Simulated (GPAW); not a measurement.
## Screening of a field by Cl/W(100)

Wanted: the out-of-plane polarisability of Cl/W(100).

Calculated with GPAW 26.7.0; GPAW, PAW setups; slab in vacuum, relaxation, in the first sound run; inputs show where later runs differ.

### 1. Set-up

The cell holds 6 atoms: 5 W and 1 Cl. Its edges and angles: a = 3.160 Å, b = 3.160 Å, c = 23.870 Å, α = 90.0°, β = 90.0°, γ = 90.0°. Vacuum lies along c.

### 2. Relaxation

The atoms are relaxed first, since the surface dipole, and with it the work function, follows the positions of the outer layers. The lowest 3 atoms are held at bulk positions and keep their forces.

run.py reads:

```python
import json
import numpy as np
from ase import Atoms
from ase.constraints import FixAtoms
from ase.optimize import BFGS
from gpaw import GPAW, PW

slab = Atoms(
    ['W', 'W', 'W', 'W', 'W', 'Cl'],
    positions=[
        [0.00000, 0.00000, 8.00000],
        [1.58000, 1.58000, 9.58000],
        [0.00000, 0.00000, 11.16000],
        [1.58000, 1.58000, 12.74000],
        [0.00000, 0.00000, 14.32000],
        [1.58000, 1.58000, 15.86960]],
    cell=[[3.16, 0.0, 0.0], [0.0, 3.16, 0.0], [0.0, 0.0, 23.8696]],
    pbc=[True, True, False])

slab.calc = GPAW(mode=PW(400), xc='PBE', kpts={'size': (10, 10, 1), 'gamma': True},
                 occupations={'name': 'fermi-dirac', 'width': 0.1}, nbands='160%',
                 convergence={'density': 1e-05}, maxiter=200,
                 poissonsolver={'dipolelayer': 'xy'},
                 symmetry={'tolerance': 1e-3, 'extra_ids': [1, 1, 1, 0, 0, 0]}, txt='slab.txt')
result = {}
slab.set_constraint(FixAtoms([0, 1, 2]))
path = []
opt = BFGS(slab, maxstep=0.2)
opt.attach(lambda: path.append((slab.get_potential_energy(), slab.positions.tolist(), slab.get_forces().tolist())))
result['relaxed'] = bool(opt.run(fmax=0.03, steps=40))
result['path'] = path
energy = slab.get_potential_energy()
fermi = slab.calc.get_fermi_level()
v = slab.calc.get_electrostatic_potential().mean((0, 1)) - fermi
n = slab.calc.get_pseudo_density().mean((0, 1))
L = slab.cell[2, 2]
z = np.arange(len(v)) * L / len(v)
low, high = slab.positions[:, 2].min(), slab.positions[:, 2].max()
below, above = np.interp([low - 5.8, high + 5.8], z, v)
slopes = [np.interp(x, z, np.gradient(v, z)) for x in (low - 5.8, high + 5.8)]
eps = np.array([[slab.calc.get_eigenvalues(k, s) for k in range(len(slab.calc.get_ibz_k_points()))]
                for s in range(slab.calc.get_number_of_spins())]) - fermi
top, bottom = eps[eps < 0].max(), eps[eps > 0].min()
dipole = slab.get_dipole_moment()[2]
print(f'energy {energy:.4f} eV, Fermi level {fermi:.4f} eV, dipole {dipole:.5f} e A')
print(f'potential 5.8 A off the faces, from the Fermi level: lower {below:.4f} eV, upper {above:.4f} eV')
print(f'slope of the potential there: lower {slopes[0]:.5f}, upper {slopes[1]:.5f} eV/A')
print(f'nearest levels on the mesh: {top:.4f} and {bottom:.4f} eV')
print('magnetic moment', round(slab.get_magnetic_moment(), 3))
result.update(energy=energy, fermi=fermi, dipole=dipole, below=below, above=above, slopes=slopes, edges=[top, bottom],
              z=z.tolist(), v=v.tolist(), n=n.tolist(), positions=slab.positions.tolist(),
              forces=slab.get_forces(apply_constraint=False).tolist(), moments=slab.get_magnetic_moments().tolist())
json.dump(result, open('result.json', 'w'))
```

Started as:

```console
$ OMP_NUM_THREADS=1 OPENBLAS_NUM_THREADS=1 python run.py
```

The log of the run:

```text
Step          Energy          fmax
BFGS:    0      -56.311821        1.378508
BFGS:    1      -56.352785        1.203566
BFGS:    2      -56.447501        0.327860
BFGS:    3      -56.450524        0.244679
BFGS:    4      -56.458053        0.299464
BFGS:    5      -56.466636        0.263560
BFGS:    6      -56.472617        0.178076
BFGS:    7      -56.474159        0.119881
BFGS:    8      -56.474483        0.057453
BFGS:    9      -56.474573        0.027421
energy -56.3867 eV, Fermi level 2.5692 eV, dipole -0.05837 e A
potential 5.8 A off the faces, from the Fermi level: lower 4.2571 eV, upper 5.3135 eV
slope of the potential there: lower -0.00025, upper -0.00000 eV/A
nearest levels on the mesh: -0.0207 and 0.0269 eV
magnetic moment 0.0
```

Run time: 25 min. Hardware: 1 thread of Arm Neoverse V1, shared host; peak memory 0.29 GiB.

The steps of the relaxation:

| step | energy less that of the first step (eV) | largest force (eV/Å) |
| --- | --- | --- |
| 1 | 0.0000 | 1.3785 |
| 2 | -0.0418 | 1.2036 |
| 3 | -0.1385 | 0.3279 |
| 4 | -0.1413 | 0.2447 |
| 5 | -0.1483 | 0.2995 |
| 6 | -0.1563 | 0.2636 |
| 7 | -0.1618 | 0.1781 |
| 8 | -0.1634 | 0.1199 |
| 9 | -0.1639 | 0.0575 |
| 10 | -0.1641 | 0.0274 |

The atoms that moved most (Å):

```csv
atom,dx,dy,dz,length
Cl6,0.000,0.000,0.230,0.230
W5,0.000,0.000,-0.008,0.008
```

Final coordinates:

```cif
data_structure
_symmetry_space_group_name_H-M 'P 1'
_symmetry_Int_Tables_number 1
_cell_length_a 3.1600
_cell_length_b 3.1600
_cell_length_c 23.8696
_cell_angle_alpha 90.000
_cell_angle_beta 90.000
_cell_angle_gamma 90.000
_cell_volume 238.35
loop_
_atom_site_label
_atom_site_type_symbol
_atom_site_fract_x
_atom_site_fract_y
_atom_site_fract_z
_atom_site_occupancy
W1 W 0.00000 0.00000 0.33515 1
W2 W 0.50000 0.50000 0.40135 1
W3 W 0.00000 0.00000 0.46754 1
W4 W 0.50000 0.50000 0.53360 1
W5 W 0.00000 0.00000 0.59959 1
Cl6 Cl 0.50000 0.50000 0.67446 1
```

This step gave:

| Item | Value |
| --- | --- |
| dipole along the normal | -0.05837 e·Å |
| levels nearest the Fermi level on the mesh | -0.02068, 0.02686 eV from the Fermi level |
| upper work function | 5.314 eV |
| lower work function | 4.257 eV |

The electrostatic potential energy of an electron (without an applied field's), less the Fermi level, planar mean oscillates, so the rows of the table below give means over windows of 1.6 Å about each position, cut where the curve ends. Its maxima inside the range that stand out by 2 % of the span (Å: eV): 8.7: -8.66, 10.3: -9.14, 11.9: -9.07, 13.5: -8.67, 15.3: -3.25. Its minima: 8.0: -20.0, 9.6: -20.6, 11.2: -20.7, 12.7: -20.4, 14.3: -20.4, 16.1: -16.4.

Electrostatic potential energy of an electron (without an applied field's), less the Fermi level, planar mean against z; means over each step:

```
z (Å)  electrostatic potential energy of an electron (without an applied field's), less the Fermi level, planar mean (eV)
 0.80                                                                                                                4.32
 2.40                                                                                                                4.26
 4.00                                                                                                                4.25
 5.60                                                                                                                3.91
 7.20                                                                                                               -5.72
 8.80                                                                                                               -14.3
10.40                                                                                                               -14.8
12.00                                                                                                               -14.7
13.60                                                                                                               -14.5
15.20                                                                                                               -9.30
16.80                                                                                                               -2.45
18.40                                                                                                                5.25
20.00                                                                                                                5.31
21.60                                                                                                                5.31
23.20                                                                                                                5.28
```

The pseudo valence density, planar mean oscillates, so the rows of the table below give means over windows of 1.49 Å about each position, cut where the curve ends. Its maxima inside the range that stand out by 2 % of the span (Å: e/Å³): 8.1: 1.30, 9.6: 1.36, 11.1: 1.34, 12.8: 1.36, 14.3: 1.35, 15.8: 0.503. Its minima: 8.7: 0.533, 10.4: 0.528, 11.9: 0.522, 13.4: 0.553, 15.1: 0.322.

The pseudo valence density, planar mean by z; means over each step:

```csv
z (Å),"pseudo valence density, planar mean (e/Å³)"
2.23,5.0e-6
3.72,1.4e-4
5.21,0.00385
6.70,0.121
8.19,0.873
9.68,0.906
11.17,0.909
12.66,0.909
14.15,0.877
15.64,0.423
17.13,0.153
18.62,0.00155
20.11,1.4e-5
```

The relaxation lowered the energy of the cell by 0.164 eV (energies extrapolated to zero smearing; the optimiser's log prints free energies). The largest force left on a free atom is 0.027 eV/Å.

### 3. Plane waves, PBE

With the geometry fixed, the planar mean of the potential gives the vacuum level on each side.

This step: GPAW, PAW setups; slab in vacuum (GPAW 26.7.0).

Changes to run.py since step 2:

```diff
@@ -3,4 +3,2 @@
 from ase import Atoms
-from ase.constraints import FixAtoms
-from ase.optimize import BFGS
 from gpaw import GPAW, PW
@@ -13,5 +11,5 @@
         [0.00000, 0.00000, 11.16000],
-        [1.58000, 1.58000, 12.74000],
-        [0.00000, 0.00000, 14.32000],
-        [1.58000, 1.58000, 15.86960]],
+        [1.58000, 1.58000, 12.73692],
+        [-0.00000, -0.00000, 14.31194],
+        [1.58000, 1.58000, 16.09913]],
     cell=[[3.16, 0.0, 0.0], [0.0, 3.16, 0.0], [0.0, 0.0, 23.8696]],
@@ -23,10 +21,4 @@
                  poissonsolver={'dipolelayer': 'xy'},
-                 symmetry={'tolerance': 1e-3, 'extra_ids': [1, 1, 1, 0, 0, 0]}, txt='slab.txt')
+                 symmetry={'tolerance': 1e-3}, txt='slab.txt')
 result = {}
-slab.set_constraint(FixAtoms([0, 1, 2]))
-path = []
-opt = BFGS(slab, maxstep=0.2)
-opt.attach(lambda: path.append((slab.get_potential_energy(), slab.positions.tolist(), slab.get_forces().tolist())))
-result['relaxed'] = bool(opt.run(fmax=0.03, steps=40))
-result['path'] = path
 energy = slab.get_potential_energy()
```

The log of the run:

```text
energy -56.3867 eV, Fermi level 2.5692 eV, dipole -0.05818 e A
potential 5.8 A off the faces, from the Fermi level: lower 4.2570 eV, upper 5.3136 eV
slope of the potential there: lower -0.00027, upper 0.00002 eV/A
nearest levels on the mesh: -0.0207 and 0.0269 eV
magnetic moment 0.0
```

It took 3 min on 1 thread; peak memory 0.29 GiB.

This step gave:

```
dipole along the normal                    : -0.05818 e·Å
levels nearest the Fermi level on the mesh : -0.02067, 0.02687 eV from the Fermi level
```

The electrostatic potential energy of an electron (without an applied field's), less the Fermi level, planar mean oscillates, so the rows of the table below give means over windows of 1.6 Å about each position, cut where the curve ends. Its maxima inside the range that stand out by 2 % of the span (Å: eV): 8.7: -8.66, 10.3: -9.14, 11.9: -9.07, 13.5: -8.67, 15.3: -3.25. Its minima: 8.0: -20.0, 9.6: -20.6, 11.2: -20.7, 12.7: -20.4, 14.3: -20.4, 16.1: -16.4.

Table of electrostatic potential energy of an electron (without an applied field's), less the Fermi level, planar mean by z; means over each step:

(Unchanged from step 2.)

Pseudo valence density, planar mean against z:

z (Å), pseudo valence density, planar mean (e/Å³) and a bar from the least value:
```
     0.00       0.00 
     0.64       0.00 
     1.28       0.00 
     1.92       0.00 
     2.56       0.00 
     3.20       0.00 
     3.84       0.00 
     4.48       0.00 
     5.11       0.00 
     5.75       0.01 
     6.39       0.03 #
     7.03       0.15 ###
     7.67       0.87 ###################
     8.31       0.96 #####################
     8.95       0.58 #############
     9.59       1.36 ##############################
    10.23       0.55 ############
    10.87       1.02 ######################
    11.51       0.91 ####################
    12.15       0.59 #############
    12.79       1.36 ##############################
    13.43       0.55 ############
    14.07       1.09 ########################
    14.71       0.74 ################
    15.34       0.34 #######
    15.98       0.47 ##########
    16.62       0.36 ########
    17.26       0.06 #
    17.90       0.01 
    18.54       0.00 
    19.18       0.00 
    19.82       0.00 
    20.46       0.00 
    21.10       0.00 
    21.74       0.00 
    22.38       0.00 
    23.02       0.00 
    23.66       0.00
```

Force by atom:

| atom | x (eV/Å) | y (eV/Å) | z (eV/Å) | size |
| --- | --- | --- | --- | --- |
| W1 | 0.00 | 0.00 | 1.44 | 1.44 |
| W2 | 0.00 | 0.00 | -1.58 | 1.58 |
| W3 | 0.00 | 0.00 | 0.14 | 0.14 |
| W4 | 0.00 | 0.00 | -0.02 | 0.02 |
| W5 | 0.00 | 0.00 | 0.03 | 0.03 |
| Cl6 | 0.00 | 0.00 | -0.01 | 0.01 |

The potential is flat to 2.7e-4 eV/Å where it is read, so the vacuum is wide enough.

### 4. In a field

A uniform field along the normal polarises the slab; the atoms stay fixed, so this is the electronic response alone.

Changes to run.py since step 3:

```diff
@@ -4,2 +4,3 @@
 from gpaw import GPAW, PW
+from gpaw.external import ConstantElectricField
 
@@ -21,2 +22,3 @@
                  poissonsolver={'dipolelayer': 'xy'},
+                 external=ConstantElectricField(-0.2, [0, 0, 1]),
                  symmetry={'tolerance': 1e-3}, txt='slab.txt')
```

The log of the run:

```text
energy -56.4105 eV, Fermi level 2.6292 eV, dipole -0.17947 e A
potential 5.8 A off the faces, from the Fermi level: lower 3.0536 eV, upper 6.3059 eV
slope of the potential there: lower -0.00016, upper 0.00003 eV/A
nearest levels on the mesh: -0.0233 and 0.0243 eV
magnetic moment 0.0
```

Wall time 6.1 min (1 thread); peak memory 0.5 GiB.

This step gave:

| Property | Result |
| --- | --- |
| dipole along the normal | -0.1795 e·Å |
| levels nearest the Fermi level on the mesh | -0.02334, 0.02426 eV from the Fermi level |
| potential below the slab, the applied field's own ramp left out | 3.054 eV from the Fermi level |
| potential above the slab, the applied field's own ramp left out | 6.306 eV from the Fermi level |

The electrostatic potential energy of an electron (without an applied field's), less the Fermi level, planar mean oscillates, so the rows of the table below give means over windows of 1 Å about each position, cut where the curve ends. Its maxima inside the range that stand out by 2 % of the span (Å: eV): 8.8: -9.29, 10.3: -9.47, 11.9: -9.07, 13.5: -8.35, 15.3: -2.59, 22.7: 6.31. Its minima: 8.0: -20.8, 9.6: -21.1, 11.2: -20.8, 12.7: -20.3, 14.3: -20.0, 16.1: -15.6.

Table of electrostatic potential energy of an electron (without an applied field's), less the Fermi level, planar mean by z; means over each step:

z (Å), electrostatic potential energy of an electron (without an applied field's), less the Fermi level, planar mean (eV) and a bar from the least value:
```
        0        3.7 ###########################
        1        3.1 ##########################
        2        3.1 ##########################
        3        3.1 ##########################
        4        3.0 ##########################
        5        3.0 ##########################
        6        2.5 #########################
        7       -2.5 ###################
        8      -17.1 
        9      -13.1 #####
       10      -14.8 ###
       11      -17.0 
       12      -12.1 ######
       13      -15.5 ##
       14      -14.8 ###
       15       -7.7 ############
       16      -10.2 #########
       17        2.9 ##########################
       18        6.2 ##############################
       19        6.3 ##############################
       20        6.3 ##############################
       21        6.3 ##############################
       22        6.3 ##############################
       23        6.3 ##############################
```

Force by atom:

| atom | x (eV/Å) | y (eV/Å) | z (eV/Å) | size |
| --- | --- | --- | --- | --- |
| W1 | 0.00 | 0.00 | 1.44 | 1.44 |
| W2 | 0.00 | 0.00 | -1.59 | 1.59 |
| W3 | 0.00 | 0.00 | 0.14 | 0.14 |
| W4 | 0.00 | 0.00 | -0.01 | 0.01 |
| W5 | 0.00 | 0.00 | 0.00 | 0.00 |
| Cl6 | 0.00 | 0.00 | 0.02 | 0.02 |

The dipole is now -0.179 e Å, against -0.058 in the run without a field.

### 5. Field on

Changes to run.py since step 4:

```diff
@@ -22,3 +22,3 @@
                  poissonsolver={'dipolelayer': 'xy'},
-                 external=ConstantElectricField(-0.2, [0, 0, 1]),
+                 external=ConstantElectricField(-0.1, [0, 0, 1]),
                  symmetry={'tolerance': 1e-3}, txt='slab.txt')
```

The log of the run:

```text
energy -56.3956 eV, Fermi level 2.5997 eV, dipole -0.11894 e A
potential 5.8 A off the faces, from the Fermi level: lower 3.6537 eV, upper 5.8092 eV
slope of the potential there: lower -0.00021, upper 0.00002 eV/A
nearest levels on the mesh: -0.0234 and 0.0256 eV
magnetic moment 0.0
```

Run time: 7.2 min. Hardware: 1 thread; peak memory 0.5 GiB.

Numbers from this step:

```yaml
dipole_along_the_normal: -0.1189 e·Å
levels_nearest_the_fermi_level_on_the_mesh: -0.02336, 0.02560 eV from the Fermi level
potential_below_the_slab_the_applied_field_s_own_ramp_left_out: 3.654 eV from the Fermi level
potential_above_the_slab_the_applied_field_s_own_ramp_left_out: 5.809 eV from the Fermi level
```

The electrostatic potential energy of an electron (without an applied field's), less the Fermi level, planar mean oscillates, so the rows of the table below give means over windows of 1.6 Å about each position, cut where the curve ends. Its maxima inside the range that stand out by 2 % of the span (Å: eV): 8.7: -8.98, 10.3: -9.30, 11.9: -9.07, 13.5: -8.51, 15.3: -2.92, 22.7: 5.81. Its minima: 8.0: -20.4, 9.6: -20.9, 11.2: -20.8, 12.7: -20.3, 14.3: -20.2, 16.1: -16.0.

The electrostatic potential energy of an electron (without an applied field's), less the Fermi level, planar mean by z; means over each step:

```
z (Å)  electrostatic potential energy of an electron (without an applied field's), less the Fermi level, planar mean (eV)
 0.80                                                                                                                3.78
 2.40                                                                                                                3.65
 4.00                                                                                                                3.65
 5.60                                                                                                                3.32
 7.20                                                                                                               -6.20
 8.80                                                                                                               -14.6
10.40                                                                                                               -14.9
12.00                                                                                                               -14.7
13.60                                                                                                               -14.3
15.20                                                                                                               -8.98
16.80                                                                                                               -2.00
18.40                                                                                                                5.75
20.00                                                                                                                5.81
21.60                                                                                                                5.81
23.20                                                                                                                5.73
```

Force by atom:

| atom | x (eV/Å) | y (eV/Å) | z (eV/Å) | size |
| --- | --- | --- | --- | --- |
| W1 | 0.00 | 0.00 | 1.44 | 1.44 |
| W2 | 0.00 | 0.00 | -1.59 | 1.59 |
| W3 | 0.00 | 0.00 | 0.14 | 0.14 |
| W4 | 0.00 | 0.00 | -0.02 | 0.02 |
| W5 | 0.00 | 0.00 | 0.01 | 0.01 |
| Cl6 | 0.00 | 0.00 | 0.00 | 0.00 |

The dipole is now -0.119 e Å, against -0.058 in the run without a field.

(Continued in part 2 of 2.)

[Logs are printed without paths, hosts, clocks, repeated set-up lines and the standing remarks that a program may print on its own settings, such as how far it seeks lower states.]

[Hosts, paths, dates, database ids (printed as entryN), source tags and the programs' standing remarks are cut or masked in the printed files.]
